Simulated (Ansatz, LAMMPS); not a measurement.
# Gap against volume in amorphous polyisobutylene (as short chains C22H46), from a frame at 500 K, (204 atoms)

Density of this cell: 0.893 g/cm³. The cell holds 204 atoms: 66 C and 138 H. Its edges and angles: a = 12.153 Å, b = 12.192 Å, c = 11.707 Å, α = 88.8°, β = 91.0°, γ = 88.9°. The starting structure: 3 polyisobutylene chains of 5 units with methyl end groups placed at random, at 0.778 g/cm³; overlaps pushed apart, then 20 ps at 800 K with MMFF94 bonds, angles, torsions, charges and radii (Halgren, J. Comput. Chem. 17, 490 (1996)) in harmonic and 12-6 forms. Snapshot after 30 ps at 500 K and fixed volume.

Calculated with Ansatz 0.2.0: Kohn-Sham DFT, PBE+D4, PAW (set soft_2), plane waves; cutoff 420 eV, Γ point, fixed occupations. The relaxed cell was scaled evenly and the atoms were relaxed at each volume. The gap is that between the highest filled and the lowest empty Kohn-Sham level on the run's k-points.

| volume (Å³/atom) | gap (eV) |
| --- | --- |
| 7.6485 | 5.607 |
| 7.9885 | 5.534 |
| 8.2434 | ? |
| 8.4984 | 5.434 |
| 8.7533 | 5.385 |
| 9.0083 | 5.343 |

Task: Fit a straight line in ln V to the rows given and interpolate to the withheld row.

**Working.**

A volume deformation potential makes the spacing linear in u = ln(V/V0), with V0 = 8.4984 Å³ the relaxed volume; v is the spacing.

| u = ln(V/V0) | v (eV) |
| --- | --- |
| -0.105360 | 5.6067 |
| -0.0618750 | 5.5343 |
| 0 | 5.4343 |
| 0.0295587 | 5.3851 |
| 0.0582684 | 5.3428 |

With n = 5: mean u = -0.0158816, mean v = 5.46064, Σ(u − ū)² = 0.017937, Σ(u − ū)(v − v̄) = -0.029046. Slope b = -0.029046 / 0.017937 = -1.6193; intercept a = v̄ − b ū = 5.4349.

At the withheld volume u = -0.03046, and v = a + b u.

Prediction at 8.2434: 5.484 eV. The run gave 5.484 eV, so the fit is high by 4.5e-5 eV (8.3e-4 % of the value).

The slope, -1.62 eV, says that the spacing narrows on expansion. Among the rows given, the largest miss of the fit is at 9.0083, by 0.0022 eV (0.85 % of the range of the table).

Limits: The table spans 16 % in volume, wide for a linear law. Semilocal functionals tend to put gaps under measured ones. Only the Γ point is sampled. Defect or tail levels can set the spacing of a disordered cell.

[Hosts, paths, dates, database ids (printed as entryN), source tags and the programs' standing remarks are cut or masked in the printed files.]

[The MMFF94 radii named for the starting cell were scaled by 0.96; in molecules described by MMFF94, hydrogen bound to N, O or S took a small fixed 12-6 site in their place.]
